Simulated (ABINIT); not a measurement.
Records of electronic-structure calculations.

## How the form of the self-energy moves the gap of CaO (Lime)

It takes space group Fm-3m (No. 225, cubic). Conventional cell: a = 4.813 Å, b = 4.813 Å, c = 4.813 Å, α = 90.00°, β = 90.00°, γ = 90.00°. Ca has 6 O at 2.41 Å nearest. O has 6 Ca at 2.41 Å nearest. Farther neighbours, and contacts between anions beyond the nearest, are not listed.

```xyz
2
Lattice="0.0000 2.4065 2.4065 2.4065 0.0000 2.4065 2.4065 2.4065 0.0000" Properties=species:S:1:pos:R:3 pbc="T T T"
Ca    0.0000    0.0000    0.0000
O     2.4065    2.4065    2.4065
```

```yaml
method: RPA screening on PBE, plane waves, norm-conserving pseudopotentials (and 3 further levels or steps)
program: ABINIT 10.8.3
settings: cutoff 36 Ha, PseudoDojo scalar-relativistic 0.4.1 standard, norm-conserving, ngkpt (6, 6, 6), nband 243, ecuteps 11.2 Ha, gwcalctyp 1, nfreqim 16, inclvkb 2, shiftk (0, 0, 0), symchi 1, awtr 1, frequency ac, 6×6×6 k-mesh
cost: 11 runs, 57 min in all on 4 MPI ranks of Arm Neoverse V1, shared host
notes: The cell and positions come from the Crystallography Open Database and are kept as given unless a step says otherwise.
g0w0_godby_needs_plasmon_pole: 5.883 eV
g0w0_hybertsen_louie_plasmon_pole: 6.240 eV
g0w0_von_der_linden_horsch_plasmon_pole: 6.060 eV
g0w0_engel_farid_plasmon_pole: 6.054 eV
one_shot_hartree_fock: 14.422 eV
g0w0_contour_deformation: 5.814 eV
g0w0_analytic_continuation: 5.883 eV
known_limits: short of the basis limit
```

G0W0, Hybertsen-Louie plasmon pole: +0.357 eV against G0W0, Godby-Needs plasmon pole. G0W0, von der Linden-Horsch plasmon pole: +0.177 eV against G0W0, Godby-Needs plasmon pole.

[Long decimals in the printed logs are rounded to 6 places.]

[Logs are printed without paths, hosts, clocks, repeated set-up lines and the standing remarks that a program may print on its own settings, such as how far it seeks lower states.]

[Paths, hosts, dates, memory and timing lines, banners, echoed tables and standing remarks are left out of the program output; an Ansatz launch command may be rebuilt from the run's recorded settings. Measured values are a selection of at most five: reports struck by readers or far from the other reports are left out. None is set beside runs whose start may be inverted or whose files or cutoffs have a known fault.]

[Runs of the session that timed out or met a known fault of the program may be left out.]

[Hosts, paths, dates, database ids (printed as entryN), source tags and the programs' standing remarks are cut or masked in the printed files.]

[G0W0 gaps are taken among the corrected bands and points alone; a level outside them can change the order at an edge.]

[Where Ansatz stands beside ABINIT at settings called matched, ABINIT's density can come from a denser mesh and the files from another edition; pairs whose starting gaps differed by over 0.03 eV were left out, so agreement reads better than it is.]
